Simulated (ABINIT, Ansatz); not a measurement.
## Quasiparticle gap of H6PbCBr3N (Pm) in ABINIT

Aim: the G0W0 gap of H6PbCBr3N (Pm) on PBEsol, step by step.

Program: ABINIT 10.8.3. Level of theory: PBEsol and many-body steps on it, plane waves. Results are calculated unless marked as measured.

### Step 1. Set-up

The structure is monoclinic, space group Pm (No. 6). Conventional cell: a = 6.039 Å, b = 6.060 Å, c = 6.128 Å, α = 90.00°, β = 90.07°, γ = 90.00°. Nearest to H lie 1 N at 1.04 Å. Nearest to H lie 1 C at 1.09 Å. Nearest to H lie 1 C at 1.10 Å. Nearest to Pb lie 6 Br at 2.98 to 3.11 Å. Nearest to C lie 3 H at 1.09 to 1.10 Å and 1 N at 1.49 Å. Farther neighbours and most contacts between anions are not listed.

The cell and positions are those that the Materials Project relaxed with its own functionals (PBE, PBE+U or r2SCAN), kept fixed. Spin-orbit coupling is left out unless a step names it.

### Step 2. Ground state

This step: ABINIT 10.8.3; DFT, PBEsol, plane waves, norm-conserving pseudopotentials.

The ground-state density comes first.

Contents of run.abi:

```
acell 3*1.0 Angstrom
rprim 
  6.038531000000 -0.000000000000 -0.000000000000
  -0.000000000000 6.059680000000 0.000000000000
  -0.007679000000 0.000000000000 6.128174000000
ntypat 5
znucl 1 82 6 35 7
natom 12
typat 1 1 1 1 1 1 2 3 4 4 4 5
xred 
  0.218258000000 0.862101000000 0.968190000000
  0.177786000000 -0.000000000000 0.198636000000
  0.825095000000 0.851944000000 0.061619000000
  0.869341000000 -0.000000000000 0.811715000000
  0.825095000000 0.148056000000 0.061619000000
  0.218258000000 0.137899000000 0.968190000000
  0.475266000000 0.500000000000 0.477994000000
  0.897311000000 -0.000000000000 0.988520000000
  0.430028000000 0.500000000000 0.972748000000
  0.434852000000 -0.000000000000 0.512708000000
  0.966538000000 0.500000000000 0.440736000000
  0.140606000000 -0.000000000000 0.032465000000
pp_dirpath "pseudos"
pseudos "H.upf, Pb.upf, C.upf, Br.upf, N.upf"
ecut 37
ngkpt 4 4 4
nshiftk 1
shiftk 0 0 0
kptopt 1
chksymbreak 0
nband 54
occopt 1
tolvrs 1e-10
nstep 60
prtwf 0
optforces 0
optstress 0
indata_prefix "in"
outdata_prefix "out"
tmpdata_prefix "tmp"
```

The run is started by

```sh
$ OMP_NUM_THREADS=1 mpirun -n 16 abinit run.abi > log
```

Numbers of over 12 decimals in the logs are rounded to 6 here.

The program printed:

```text
.Version 10.8.3 of ABINIT. v10.8.2 released Aug 2026.

 Symmetries : space group Pm (#  6); Bravais mP (primitive monocl.)
================================================================================
 Values of the parameters that define the memory need of the present run
     intxc =       0    ionmov =       0      iscf =       7    lmnmax =       6
     lnmax =       6     mgfft =      64  mpssoang =       3    mqgrid =    3171
     natom =      12  nloc_mem =       1    nspden =       1   nspinor =       1
    nsppol =       1      nsym =       2    n1xccc =    2501    ntypat =       5
    occopt =       1   xclevel =       2
-    mband =          54        mffmem =           1         mkmem =           2
       mpw =       16281          nfft =      262144          nkpt =          30
================================================================================
  Rough estimation (10% accuracy) of disk space for files :
================================================================================

--------------------------------------------------------------------------------
------------- Echo of variables that govern the present computation ------------
--------------------------------------------------------------------------------
 -outvars: echo values of preprocessed input variables --------
            acell      1.8897261259E+00  1.8897261259E+00  1.8897261259E+00 Bohr

      chksymbreak           0
             ecut      3.70000000E+01 Hartree
-          fftalg         312

              ixc     -116133
              kpt      0.00000000E+00  0.00000000E+00  0.00000000E+00
                       2.50000000E-01  0.00000000E+00  0.00000000E+00
                       5.00000000E-01  0.00000000E+00  0.00000000E+00
                       0.00000000E+00  2.50000000E-01  0.00000000E+00
                       2.50000000E-01  2.50000000E-01  0.00000000E+00
                       5.00000000E-01  2.50000000E-01  0.00000000E+00
                       0.00000000E+00  5.00000000E-01  0.00000000E+00
                       2.50000000E-01  5.00000000E-01  0.00000000E+00
                       5.00000000E-01  5.00000000E-01  0.00000000E+00
   [... 19 further rows ...]
                       2.50000000E-01  5.00000000E-01  5.00000000E-01
                       5.00000000E-01  5.00000000E-01  5.00000000E-01
         kptrlatt        4    0    0      0    4    0      0    0    4
          kptrlen      4.56446792E+01
P           mkmem           2
            natom          12
            nband          54
            ngfft          64      64      64
             nkpt          30
            nstep          60
             nsym           2
           ntypat           5
              occ      2.000000  2.000000  2.000000  2.000000  2.000000  2.000000
                       2.000000  2.000000  2.000000  2.000000  2.000000  2.000000
                       2.000000  2.000000  2.000000  2.000000  2.000000  2.000000
                       2.000000  2.000000  2.000000  2.000000  2.000000  2.000000
                       2.000000  2.000000  2.000000  2.000000  2.000000  2.000000
                       2.000000  2.000000  2.000000  2.000000  2.000000  2.000000
                       2.000000  2.000000  2.000000  2.000000  2.000000  2.000000
                       2.000000  2.000000  0.000000  0.000000  0.000000  0.000000
                       0.000000  0.000000  0.000000  0.000000  0.000000  0.000000
        optforces           0
        optstress           0
            prtwf           0
            rprim      6.0385310000E+00 -0.0000000000E+00 -0.0000000000E+00
[...]
spgroup           6

           tolvrs      1.00000000E-10

             xred      2.1825800000E-01  8.6210100000E-01  9.6819000000E-01
[...]
znucl        1.00000   82.00000    6.00000   35.00000    7.00000

================================================================================

 chkinp: Checking input parameters for consistency.

================================================================================
== DATASET  1 ==================================================================
-   mpi_nproc: 16, omp_nthreads: 1 (-1 if OMP is not activated)

--- !DatasetInfo
iteration_state: {dtset: 1, }
dimensions: {natom: 12, nkpt: 30, mband: 54, nsppol: 1, nspinor: 1, nspden: 1, mpw: 16281, }
cutoff_energies: {ecut:  37.0, pawecutdg:  -1.0, }
electrons: {nelect:   8.80000000E+01, charge:   0.00000000E+00, occopt:   1.00000000E+00, tsmear:   1.00000000E-02, }

 Real(R)+Recip(G) space primitive vectors, cartesian coordinates (Bohr,Bohr^-1):
 R(1)= 11.4111698  0.0000000  0.0000000  G(1)=  0.0876334  0.0000000  0.0001098
 R(2)=  0.0000000 11.4511356  0.0000000  G(2)=  0.0000000  0.0873276  0.0000000
 R(3)= -0.0145112  0.0000000 11.5805705  G(3)=  0.0000000  0.0000000  0.0863515
 Unit cell volume ucvol=  1.5132430E+03 bohr^3
 Angles (23,13,12)=  9.00000000E+01  9.00717953E+01  9.00000000E+01 degrees

 getcut: wavevector=  0.0000  0.0000  0.0000  ngfft=  64  64  64
         ecut(hartree)=     37.000   => boxcut(ratio)=   2.01829

--- Pseudopotential description ------------------------------------------------
- H Generated using ONCVPSP code by D. R. Hamann
-  1.00000   1.00000  180301                  znucl, zion, pspdat
[...]
_setup2: Arith. and geom. avg. npw (full set) are   16267.391   16267.385

================================================================================

--- !BeginCycle
iteration_state: {dtset: 1, }
solver: {iscf: 7, nstep: 60, nline: 4, wfoptalg: 0, }
tolerances: {tolvrs: 1.00E-10, }

     iter   Etot(hartree)      deltaE(h)  residm     vres2
 ETOT  1  -633.41609146618    -6.334E+02 2.749E+00 1.487E+03
 ETOT  2  -635.42611502969    -2.010E+00 4.131E-02 1.437E+02
 ETOT  3  -635.45609548678    -2.998E-02 8.555E-03 3.943E+01
 ETOT  4  -635.45858764870    -2.492E-03 5.263E-03 8.938E+00
 ETOT  5  -635.45879113879    -2.035E-04 2.567E-03 3.435E+00
 ETOT  6  -635.45895568817    -1.645E-04 2.169E-03 1.114E+00
 ETOT  7  -635.45898581128    -3.012E-05 7.755E-04 5.126E-02
 ETOT  8  -635.45898758344    -1.772E-06 9.253E-04 3.110E-03
 ETOT  9  -635.45898773115    -1.477E-07 3.904E-04 3.178E-04
 ETOT 10  -635.45898774894    -1.779E-08 4.351E-04 3.565E-05
[...]
ETOT 14  -635.45898775038     4.320E-12 3.980E-04 3.826E-08
 ETOT 15  -635.45898775038    -3.070E-12 2.991E-04 3.994E-09
 ETOT 16  -635.45898775037     1.160E-11 2.656E-04 7.455E-10
 ETOT 17  -635.45898775038    -9.550E-12 1.828E-04 1.212E-10
 ETOT 18  -635.45898775038     2.274E-12 1.554E-04 4.294E-11

 At SCF step   18       vres2   =  4.29E-11 < tolvrs=  1.00E-10 =>converged.

--- !ResultsGS
iteration_state: {dtset: 1, }
comment   : Summary of ground state results
lattice_vectors:
- [ 11.4111698,  -0.0000000,  -0.0000000, ]
- [ -0.0000000,  11.4511356,   0.0000000, ]
- [ -0.0145112,   0.0000000,  11.5805705, ]
lattice_lengths: [  11.41117,   11.45114,   11.58058, ]
lattice_angles: [ 90.000,  90.072,  90.000, ] # degrees, (23, 13, 12)
lattice_volume:   1.5132430E+03
convergence: {deltae:  2.274E-12, res2:  4.294E-11, residm:  1.554E-04, diffor:  0.000E+00, }
etotal    :  -6.35458988E+02
entropy   :   0.00000000E+00
fermie    :   1.28454875E-02
cartesian_stress_tensor: null
pressure_GPa: null
xred      :
- [  2.1826E-01,   8.6210E-01,   9.6819E-01,  H]
- [  1.7779E-01,   0.0000E+00,   1.9864E-01,  H]
- [  8.2510E-01,   8.5194E-01,   6.1619E-02,  H]
- [  8.6934E-01,   0.0000E+00,   8.1172E-01,  H]
- [  8.2510E-01,   1.4806E-01,   6.1619E-02,  H]
- [  2.1826E-01,   1.3790E-01,   9.6819E-01,  H]
- [  4.7527E-01,   5.0000E-01,   4.7799E-01, Pb]
- [  8.9731E-01,   0.0000E+00,   9.8852E-01,  C]
- [  4.3003E-01,   5.0000E-01,   9.7275E-01, Br]
- [  4.3485E-01,   0.0000E+00,   5.1271E-01, Br]
- [  9.6654E-01,   5.0000E-01,   4.4074E-01, Br]
- [  1.4061E-01,   0.0000E+00,   3.2465E-02,  N]
cartesian_forces: null
force_length_stats: {min: null, max: null, mean: null, }

 Integrated electronic density in atomic spheres:
 ------------------------------------------------
 Atom  Sphere_radius  Integrated_density
[...]
================================================================================

 ----iterations are completed or convergence reached----

 Mean square residual over all n,k,spin=   35.777E-08; max=  15.541E-05
 reduced coordinates (array xred) for   12 atoms
[...]
0.897311000000      0.000000000000      0.988520000000
       0.430028000000      0.500000000000      0.972748000000
       0.434852000000      0.000000000000      0.512708000000
       0.966538000000      0.500000000000      0.440736000000
       0.140606000000      0.000000000000      0.032465000000
 rms dE/dt=  0.0000E+00; max dE/dt=  0.0000E+00; dE/dt below (all hartree)
    1       0.000000000000      0.000000000000      0.000000000000
    2       0.000000000000      0.000000000000      0.000000000000
    3       0.000000000000      0.000000000000      0.000000000000
    4       0.000000000000      0.000000000000      0.000000000000
    5       0.000000000000      0.000000000000      0.000000000000
    6       0.000000000000      0.000000000000      0.000000000000
    7       0.000000000000      0.000000000000      0.000000000000
    8       0.000000000000      0.000000000000      0.000000000000
    9       0.000000000000      0.000000000000      0.000000000000
   10       0.000000000000      0.000000000000      0.000000000000
[...]
cartesian coordinates (angstrom) at end:
[...]
8      5.410849     0.000000     6.057823
    9      2.589268     3.029840     5.961169
   10      2.621930     0.000000     3.141964
   11      5.833085     3.029840     2.700907
   12      0.848804     0.000000     0.198951
 length scales=  1.889726125908  1.889726125908  1.889726125908 bohr
              =  1.000000000000  1.000000000000  1.000000000000 angstroms
 prteigrs : about to open file out_EIG
 Fermi (or HOMO) energy (hartree) =   0.01285   Average Vxc (hartree)=  -0.29122
 Eigenvalues (hartree) for nkpt=  30  k points:
 kpt#   1, nband= 54, wtk=  0.01563, kpt=  0.0000  0.0000  0.0000 (reduced coord)
  -5.10515   -2.96050   -2.96030   -2.95967   -2.18588   -2.18498   -2.18400   -2.18361
  -2.18253   -2.18175   -2.18080   -2.18073   -2.17814   -2.17810   -2.17215   -2.17048
  -2.17044   -2.16574   -2.16574   -0.69727   -0.58832   -0.58743   -0.58544   -0.58472
  -0.58451   -0.49800   -0.48302   -0.47196   -0.44207   -0.31222   -0.30696   -0.23865
  -0.23322   -0.15617   -0.15548   -0.11020   -0.10942   -0.10440   -0.04532   -0.04251
  -0.04011   -0.03610   -0.02511   -0.02443    0.16198    0.20282    0.20595    0.22426
   0.22742    0.23433    0.23578    0.26999    0.27615    0.29252
 prteigrs : prtvol=0 or 1, do not print more k-points.

--- !EnergyTerms
iteration_state     : {dtset: 1, }
comment             : Components of total free energy in Hartree
kinetic             :  3.11206625589926E+02
hartree             :  2.43216434145109E+02
xc                  : -1.06966114879209E+02
Ewald energy        : -2.69920463035056E+02
psp_core            :  7.76287292691424E+00
local_psp           : -6.67110527416127E+02
non_local_psp       : -1.53647815081933E+02
total_energy        : -6.35458987750376E+02
total_energy_eV     : -1.72917199591556E+04
band_energy         : -1.08106319287800E+02

== END DATASET(S) ==============================================================
================================================================================

 -outvars: echo values of variables after computation  --------
           etotal     -6.3545898775E+02
            nband          54
             nkpt          30
          spgroup           6
 [... the other variables as echoed above ...]

 Calculation completed.
```

It took 1.9 min on 16 MPI ranks of Intel Xeon 6975P-C (Granite Rapids), shared host; peak memory 2.8 GiB.

Numbers from this step:

* total energy: -17291.7200 eV
* gap: 2.005 eV
* k of the valence top: 0.5, 0.5, 0.5
* k of the conduction bottom: 0.5, 0.5, 0.5
* least direct gap: 2.005 eV

The gap is direct, at (0.500, 0.500, 0.500).

(Continued in part 2 of 3.)

[Paths, hosts, dates, memory and timing lines, banners, echoed tables and standing remarks are left out of the program output.]

[Logs are printed without paths, hosts, clocks, repeated set-up lines and the standing remarks that a program may print on its own settings, such as how far it seeks lower states.]

[Runs of the session that timed out or met a known fault of the program may be left out.]

[Hosts, paths, dates, database ids (printed as entryN), source tags and the programs' standing remarks are cut or masked in the printed files.]

[G0W0 gaps are taken among the corrected bands and points alone; a level outside them can change the order at an edge.]

[Where Ansatz stands beside ABINIT at settings called matched, ABINIT's density can come from a denser mesh and the files from another edition; pairs whose starting gaps differed by over 0.03 eV were left out, so agreement reads better than it is.]
